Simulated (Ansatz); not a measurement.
# Lattice dynamics of LuCd (Pm-3m), part 2 of 2

Wanted: phonon frequencies of LuCd (Pm-3m) and what follows from them.

Ansatz 0.2.0; DFT PBEsol, scalar-relativistic, plane waves, PAW; PAW set soft_1.

So far. Step 3 (Tight relaxation): The forces vanish by symmetry and the pressure is 0.000 GPa, within the tolerances set. The cell now holds 23.49 Å³/atom. Step 4 (Modes at Γ): Before it was imposed, the acoustic sum rule was missed by 7.7e-5 eV/Å². Small misses are needed for a sound result but don't prove that mesh and cutoff are converged. The lowest optical mode is real, 117 cm⁻¹. The relaxed cell has a = 3.608 Å (conventional setting).

**5. Phonons on a q mesh**

Stability and thermal properties need the whole zone. Linear response on a 4×4×4 q mesh gives force constants as far as a supercell of that size would.

The input, input.yaml:

```yaml
crystal:
  lattice:
    - [3.608155642, 0.0, 0.0]
    - [0.0, 3.608155642, 0.0]
    - [0.0, 0.0, 3.608155642]
  atoms:
    - { symbol: Lu, position: [0.5, 0.5, 0.5] }
    - { symbol: Cd, position: [0.0, 0.0, 0.0] }
kpoints:
  mp_grid: { grid: [12, 12, 12] }
hamiltonian:
  xc: pbesol
  pseudopotentials: { kind: paw, azcp: { folder: soft_1 }, xc_functional: pbe }
scf:
  occupations: { method: methfessel_paxton, width: 0.2 }
output:
  eigenvalues: true
phonons:
  method: dfpt
  qmesh: [4, 4, 4]
  temperatures: { t_max: 1000, t_step: 50 }
  qpath:
    path:
      - [[0.0, 0.0, 0.0], [0.0, 0.5, 0.0], [0.5, 0.5, 0.0], [0.0, 0.0, 0.0], [0.5, 0.5, 0.5], [0.0, 0.5, 0.0]]
      - [[0.5, 0.5, 0.5], [0.5, 0.5, 0.0]]
    npoints: 10
```

The run is started by

```console
$ ansatz run input.yaml --threads 4 --pin off --max-ram 10240MiB --backend cpu --events-out ev --progress --plain --runs-dir out
```

Numbers of over 12 decimals in the logs are rounded to 6 here.

What it wrote:

```text
[...]
Crystal: 2 atoms, lattice volume = 46.974 Å³
Basis set: ecut = 420 eV, 925 PW (Γ), exchange–correlation on 50×50×50 points (8 copies of the dense FFT grid, shifted against one another)
Bands: 27, of which v1, the nominal top of the filled ones, is band 23 counted from 1 (22 counted from 0)
Symmetry: 48 space group operations
k-points: 84 of 1728
[...]
SCF iter   1: F=—  HF=-22798.098143 eV  |F-HF|=—  |Δ(HF+E_count)|=         —  Δρ=8.50e-2  dr2=4.44e0  ethr=3.10e-3  ⟨swp⟩=5.2  Hψ=11217  notcnv=0
[...]
SCF iter  13: F=-22796.838618 eV  HF=-22796.838618 eV  |F-HF|=0.00e0  |Δ(HF+E_count)|=    0.00e0  S|Δr|=    0.00e0  Δρ=5.18e-8  dr2=1.26e-12  ethr=1.00e-12  ⟨swp⟩=8.9  Hψ=16633  notcnv=0
SCF 1 converged in 13 iterations: F = -22796.838618 eV  dr2 = 1.26e-12
[...]
phonons: the bands overlap, so this run is a metal and interpolates without the dipole-dipole term. If the crystal is really an insulator or semiconductor, its LO-TO splitting is missing
NSCF: frozen V_eff on 84 k-points
[...]
DFPT response loops at q = (0, 0, 0) (fractional): preconditioner auto → Kerker (q_TF=auto, 2.709 Å⁻¹) (partly filled bands, converged f_vac=0.000); β = 1.00, the filter's whole step (`scf.mixing.beta` (0.50) is not read by the response loops under this deck's `scf.mixing.preconditioner`; to damp them name `kerker` or `kerker_dos`, under which they read `scf.mixing.beta`, and type it under 1.00, their step now; both keys bind the ground state too); Broyden in place of MSR1
[...]
SCF converged after 13 iterations
[...]
Free energy (F): -22796.838618 eV
[...]
Internal energy: -22796.839035 eV  (E = F + TS)
E sigma→0 (E₀):  -22796.838722 eV
Entropy (-TS):   0.000417 eV (0.208 meV/atom)
Fermi energy:    15.320838 eV
[...]
--- Band table (eV; the first three rows and the last of 84) ---
  k-point 0: bands = [... 19 lower, 9.9579, 9.9744, 15.5599, 15.5599, 19.7795, 19.7795, 19.7795, 19.9950]
  k-point 1: bands = [... 19 lower, 9.9598, 9.9754, 15.4997, 15.5659, 19.0113, 19.0113, 19.6025, 19.7723]
  k-point 2: bands = [... 19 lower, 9.9652, 9.9782, 15.1831, 15.5826, 18.2528, 18.2528, 19.0705, 19.7525]
  k-point 83: bands = [... 19 lower, 9.9795, 13.4660, 13.4660, 13.4660, 15.8332, 19.9907, 19.9907, 19.9907]
--- Phonons (Γ-DFPT): 2 representative perturbations + reference (Σ response iterations 6) ---
  ASR residual: 6.797e-5 → 0.000e0 eV/Å²; symmetrization residual: 1.467e-5 eV/Å²
  ASR residual per site (eV/Å²): 6.80e-5 7.60e-6
  Γ frequencies (cm⁻¹): 0.00 0.00 0.00 117.26 117.26 117.26
--- Phonons (arbitrary-q DFPT): 10 irreducible q on the 4×4×4 mesh ---
  q = [0.0000, 0.0000, 0.0000] (star 1, of the zone-centre solve; hermiticity 8.48e-6, symmetrization 6.71e-12): -0.00 -0.00 0.00 117.26 117.26 117.26
  q = [0.0000, 0.0000, 0.2500] (star 6, 4 solved perturbations in 1848 linear systems a pass and spin channel, the states on 588 of 1728 k-point pairs; hermiticity 4.83e-6, symmetrization 3.82e-12): 49.02 49.02 62.45 109.43 109.43 114.97
[...]
q = [0.0000, 0.2500, -0.5000] (star 12, 6 solved perturbations on 588 of 1728 k-point pairs; hermiticity 3.04e-6, symmetrization 1.08e-13): 52.73 62.87 71.51 94.97 116.01 122.43
[...]
sum rule: each row above includes the acoustic sum rule's correction from the zone centre's row sums; it moved no ω² by more than (0.33 cm⁻¹)²
  mesh force constants: q→R imaginary residual 3.27e-18; ASR residual 6.797e-5 → 0.000e0 eV/Å²; symmetrization residual 5.329e-15 eV/Å²
  interpolated dispersion: 62 rows × 6 modes
  density of states and harmonic sums: on the 20×20×20 q-mesh, interpolated from the force constants of a 4×4×4 supercell (no non-analytic term)
  largest difference from the sums on the solved wave vectors: F 1.48e-2 eV, S 1.88e-5 and C_V 4.01e-6 eV/K
  zero-point energy: 0.032145 eV/cell   skipped modes (ω ≤ 0): 3   left out of the sums: 6.25e-5 of the cell's modes: C_V's classical limit lies that fraction below 3 k_B per atom; for a crystal, a wire or a layer, F and S can be off by more, and a phonons.interpolated_qmesh denser along its periods is the remedy for the sampling
```

The job ended after 9.7 min (4 threads of Arm Neoverse V2, shared host; peak memory 3.2 GiB).

This step gave:

```
sum-rule residual before enforcement                    : 6.80e-5 eV/Å²
lowest frequency on the path                            : 0 cm⁻¹
highest frequency on the path or at a solved wavevector : 134.2 cm⁻¹
mean frequency                                          : 86.4 cm⁻¹
Debye temperature (second moment)                       : 169 K
logarithmic mean frequency                              : 80.8 cm⁻¹
lowest mode on the q mesh (acoustic modes at Γ apart)   : 32.22 cm⁻¹
zero-point energy per atom                              : 16.07 meV
heat capacity at 300 K                                  : 24.55 J/(mol atoms K)
vibrational entropy at 300 K                            : 48.80 J/(mol atoms K)
```

Frequencies (cm⁻¹) solved at each irreducible wavevector; negative means imaginary. Frequencies by wavevector, by row:

| q in reciprocal lattice units | star | mode 1 | mode 2 | mode 3 | mode 4 | mode 5 | mode 6 |
| --- | --- | --- | --- | --- | --- | --- | --- |
| 0 0 0 | 1 | 0 | 0 | 0 | 117.3 | 117.3 | 117.3 |
| 0 0 0.25 | 6 | 49 | 49 | 62.5 | 109.4 | 109.4 | 115 |
| 0 0 -0.5 | 3 | 80.5 | 80.5 | 93.6 | 94.9 | 94.9 | 106.1 |
| 0 0.25 0.25 | 12 | 32.2 | 60.3 | 88.9 | 97.3 | 103 | 125.2 |
| 0 0.25 -0.5 | 12 | 52.7 | 62.9 | 71.5 | 95 | 116 | 122.4 |
| 0 -0.5 -0.5 | 3 | 33.8 | 33.8 | 60.7 | 94.9 | 134.2 | 134.2 |
| 0.25 0.25 0.25 | 8 | 59.3 | 59.3 | 68.4 | 108.5 | 116.8 | 116.8 |
| 0.25 0.25 -0.5 | 12 | 41.8 | 63.1 | 90.9 | 96.7 | 115.3 | 122 |
| 0.25 -0.5 -0.5 | 6 | 57.4 | 57.4 | 87.2 | 97.5 | 119.4 | 119.4 |
| -0.5 -0.5 -0.5 | 1 | 87 | 87 | 87 | 95.7 | 95.7 | 95.7 |

Interpolated from a 4×4×4 q mesh. Phonon branches along the path, in cm⁻¹:

```
    point  branch 1  branch 2  branch 3  branch 4  branch 5  branch 6
        Γ         0         0         0       117       117       117
  halfway        49        49        62       109       109       115
        X        80        80        94        95        95       106
  halfway        53        63        72        95       116       122
        M        34        34        61        95       134       134
  halfway        32        60        89        97       103       125
        Γ         0         0         0       117       117       117
  halfway        59        59        68       108       117       117
        R        87        87        87        96        96        96
  halfway        42        63        91        97       115       122
        X        80        80        94        95        95       106
jump to R        87        87        87        96        96        96
  halfway        57        57        87        98       119       119
        M        34        34        61        95       134       134
```

The phonon branches as a text plot (rows in cm⁻¹):

```
    131 |            ******                                    **
    126 |           **   * ****                               *
    120 |          **     *    *** *****           ****      *
    115 |*****    *             ****    ****      **** *    *
    109 |   **** * *       ** **    *   *  **    *    * *  *
    103 |     * * *          *              **  *      * *
     98 |      * *       ******      ***     ************ * *****
     92 |      **********                        ****   ** **
     87 |                    *               ****    **   *  *
     81 |     * ***           *        *    **  *      ****
     75 |      * ***       **        **    *     *      *     *
     70 |    *     **                   ***      **   *    *   *
     64 |   * *   *  ** *****  *            *      *** *    *   *
     59 |    *     *   *     *      *   ****      *          *
     53 |           *         *                       *
     48 |   *       **   *      *      *           *
     42 |  *         **        *                    **        *
     36 |             *** ***        **                        **
     31 |  *            **   *  *  *
     25 | *                   *  *  *
     20 | *                    *
     14 |*                      ** *
      8 |*                       *
      3 |                         *
         Γ      X      M          Γ            R        X|R     M
```

Tetrahedra on a 20×20×20 mesh, mean over bins of 2 cm-1. Interpolated from a 4×4×4 q mesh. Phonon density of states against wavenumber; read off at these points:

```
wavenumber (cm⁻¹)  phonon density of states (1/cm⁻¹/cell)
              1.0                                       0
              7.0                                  3.7e-4
             13.0                                 0.00141
             21.0                                 0.00352
             27.0                                 0.00602
             33.0                                  0.0115
             39.0                                  0.0406
             45.0                                  0.0625
             53.0                                  0.0446
             59.0                                  0.0478
             63.0                                  0.0728
             65.0                                  0.0698
             71.0                                  0.0481
             77.0                                  0.0634
             83.0                                  0.0500
             91.0                                  0.0186
             97.0                                   0.162
            103.0                                  0.0659
            109.0                                  0.0637
            115.0                                  0.0921
            121.0                                   0.140
            123.0                                   0.100
            129.0                                  0.0285
            135.0                                  1.0e-5
```

The partial phonon density of states has structure finer than the step of the table below, so its rows give means over 5 cm⁻¹, whole bins alone (the curve runs from -10 to 148 cm⁻¹). Peaks (cm⁻¹: height): Cd 42.6: 0.0296, 97.2: 0.0967, 121.0: 0.0555; Lu 42.6: 0.0318, 64.4: 0.0432, 121.0: 0.0559.

Phonopy on the run's constants, 15x15x15 mesh, Gaussian sigma 2.0 cm-1. Interpolated from a 4×4×4 q mesh. Partial phonon density of states against wavenumber; means over each step; values in 1/cm⁻¹/cell:

| wavenumber (cm⁻¹) | Cd | Lu |
| --- | --- | --- |
| -5 | 7.3e-6 | 1.0e-5 |
| 0 | 5.5e-5 | 8.4e-5 |
| 5 | 1.2e-4 | 1.9e-4 |
| 10 | 2.7e-4 | 4.1e-4 |
| 15 | 8.1e-4 | 0.00126 |
| 20 | 0.00159 | 0.00241 |
| 25 | 0.00159 | 0.00236 |
| 30 | 0.00459 | 0.00630 |
| 35 | 0.0125 | 0.0135 |
| 40 | 0.0224 | 0.0239 |
| 45 | 0.0258 | 0.0288 |
| 50 | 0.0229 | 0.0254 |
| 55 | 0.0206 | 0.0243 |
| 60 | 0.0241 | 0.0307 |
| 65 | 0.0223 | 0.0404 |
| 70 | 0.0180 | 0.0360 |
| 75 | 0.0171 | 0.0388 |
| 80 | 0.0165 | 0.0378 |
| 85 | 0.0132 | 0.0301 |
| 90 | 0.0148 | 0.0187 |
| 95 | 0.0679 | 0.0121 |
| 100 | 0.0696 | 0.0214 |
| 105 | 0.0410 | 0.0248 |
| 110 | 0.0370 | 0.0307 |
| 115 | 0.0433 | 0.0421 |
| 120 | 0.0529 | 0.0533 |
| 125 | 0.0347 | 0.0373 |
| 130 | 0.0118 | 0.0141 |
| 135 | 0.00200 | 0.00253 |
| 140 | 3.0e-5 | 3.9e-5 |
| 145 | 0 | 0 |

Second derivatives of the energy by pair, one row for each kind of neighbour of each atom listed. Each entry sums the pair over the periodic images of the supercell that the q mesh stands for, and in a polar crystal it holds the long-range dipole part too. Force constants by pair, by row:

| atom | neighbour | distance (Å) | third of the trace (eV/Å²) | along the pair's line (eV/Å²) |
| --- | --- | --- | --- | --- |
| Lu1 | itself | 0 | 5.045 | – |
| Lu1 | Cd | 3.125 | -0.4147 | -1.433 |
| Lu1 | Lu | 3.608 | -0.1939 | -0.7319 |
| Lu1 | Lu | 5.103 | -0.0203 | 0.0185 |
| Lu1 | Cd | 5.983 | -0.005 | -0.0013 |
| Lu1 | Lu | 6.25 | -0.0302 | -0.0908 |
| Lu1 | Lu | 7.216 | 0.0024 | -0.0869 |
| Cd2 | itself | 0 | 3.609 | – |
| Cd2 | Lu | 3.125 | -0.4147 | -1.433 |
| Cd2 | Cd | 3.608 | 0.0235 | 0.0957 |
| Cd2 | Cd | 5.103 | -0.012 | -0.0105 |
| Cd2 | Lu | 5.983 | -0.005 | -0.0013 |
| Cd2 | Cd | 6.25 | 0 | -0.007 |
| Cd2 | Cd | 7.216 | -0.0331 | -0.1434 |

Harmonic thermodynamic functions per atom, from the density of states. Interpolated from a 4×4×4 q mesh. Thermodynamic functions, by row:

```csv
T (K),F_vib (meV/atom),S (J/mol-atom/K),C_V (J/mol-atom/K)
0,16.07,0,0
50,14.35,9.759,15.26
100,5.7,22.88,21.75
200,-27.15,38.92,24.07
300,-72.94,48.8,24.55
400,-127.4,55.88,24.72
500,-188.2,61.41,24.8
600,-254.3,65.94,24.84
700,-324.7,69.77,24.87
800,-398.8,73.09,24.89
900,-476.1,76.02,24.9
1000,-556.2,78.64,24.91
```

Harmonic mean-square displacement, third of the trace. Interpolated from a 4×4×4 q mesh. Mean square displacements, by row:

```
T (K)  Lu1 U_eq (Å²)  Cd2 U_eq (Å²)
    0        0.00135        0.00195
  100        0.00358        0.00481
  300        0.01015         0.0135
  600        0.02019        0.02681
```

Symmetry leaves 10 wavevectors to solve. The lowest mode among them, the acoustic zeros apart, lies at q = (0, 0.25, 0.25) and is real, 32.2 cm⁻¹.

**6. Isotope substitution**

An isotope changes the mass and not the force constants, so no new electronic calculation is needed; the shifts show which modes move this element.

The same force constants with the mass of Cd changed from 112.414 to 115.905 u (phonopy, no LO-TO term). Both lists are sorted by frequency; levels can cross, so a row need not hold one and the same mode. Modes under 3 cm⁻¹ are left out. Isotope shifts, by row:

```csv
q,rank,natural mass (cm⁻¹),changed mass (cm⁻¹)
0 0 0,4,117.3,116.2
0 0 0,5,117.3,116.2
0 0 0,6,117.3,116.2
0 0 0.25,1,49.02,48.76
0 0 0.25,2,49.02,48.76
0 0 0.25,3,62.45,62.02
0 0 0.25,4,109.4,108.3
0 0 0.25,5,109.4,108.3
0 0 0.25,6,115,114
0 0 -0.5,1,80.49,80.49
0 0 -0.5,2,80.49,80.49
0 0 -0.5,3,93.59,92.17
0 0 -0.5,4,94.89,93.45
0 0 -0.5,5,94.89,93.45
0 0 -0.5,6,106.1,106.1
0 0.25 0.25,1,32.22,31.99
0 0.25 0.25,2,60.32,60.09
0 0.25 0.25,3,88.88,88.38
0 0.25 0.25,4,97.33,96.4
0 0.25 0.25,5,103,101.8
0 0.25 0.25,6,125.2,124.1
```

A mode of this element alone would shift by -1.52 %. The highest zone-centre frequency without the field goes from 117.3 to 116.2 cm⁻¹ (-0.9 %). The product of the frequency ratios over all optical modes at Γ is 0.973; the product rule, (m/m′)^(3k/2) (M′/M)^(3/2) with k = 1 such atoms and M the mass of the cell, gives 0.973.

**7. Results**

| Quantity | Value |
| --- | --- |
| space group after relaxation (within 0.01 Å) | Pm-3m |
| volume per atom | 23.5 Å³ |
| electronic character | no gap on this mesh |
| highest optical mode at the zone centre (no LO-TO term) | 117 cm⁻¹ |
| lowest optical zone-centre mode | 117 cm⁻¹ |
| lowest mode on the q mesh (acoustic modes at Γ apart) | 32.2 cm⁻¹ |
| highest frequency on the path or at a solved wavevector | 134 cm⁻¹ |
| zero-point energy per atom | 16.1 meV |
| heat capacity at 300 K | 24.6 J/(mol atoms K) |
| vibrational entropy at 300 K | 48.8 J/(mol atoms K) |
| Debye temperature (second moment) | 169 K |
| imaginary modes on the 4×4×4 q mesh | none |

**Reading.** The structure is a minimum as far as tested: no mode is imaginary at the 10 irreducible wavevectors of the 4×4×4 mesh, and the softest away from the acoustic zeros lies at 32 cm⁻¹. The optical modes at Γ form one degenerate level at 117 cm⁻¹. With no gap, or one that is small against the smearing, the frequencies hang on the k mesh and the smearing, most of all near Kohn anomalies. The phonon runs are without spin polarisation, although the cell has an odd electron count. Spin-orbit coupling is left out, which can matter for the heavy elements here. The PAW files were made for PBE and serve the other functionals too. These are harmonic frequencies at zero temperature: anharmonic shifts, linewidths and thermal expansion are left out.

[Logs are printed without paths, hosts, clocks, repeated set-up lines and the standing remarks that a program may print on its own settings, such as how far it seeks lower states.]

[Hosts, paths, dates, database ids (printed as entryN), source tags and the programs' standing remarks are cut or masked in the printed files.]
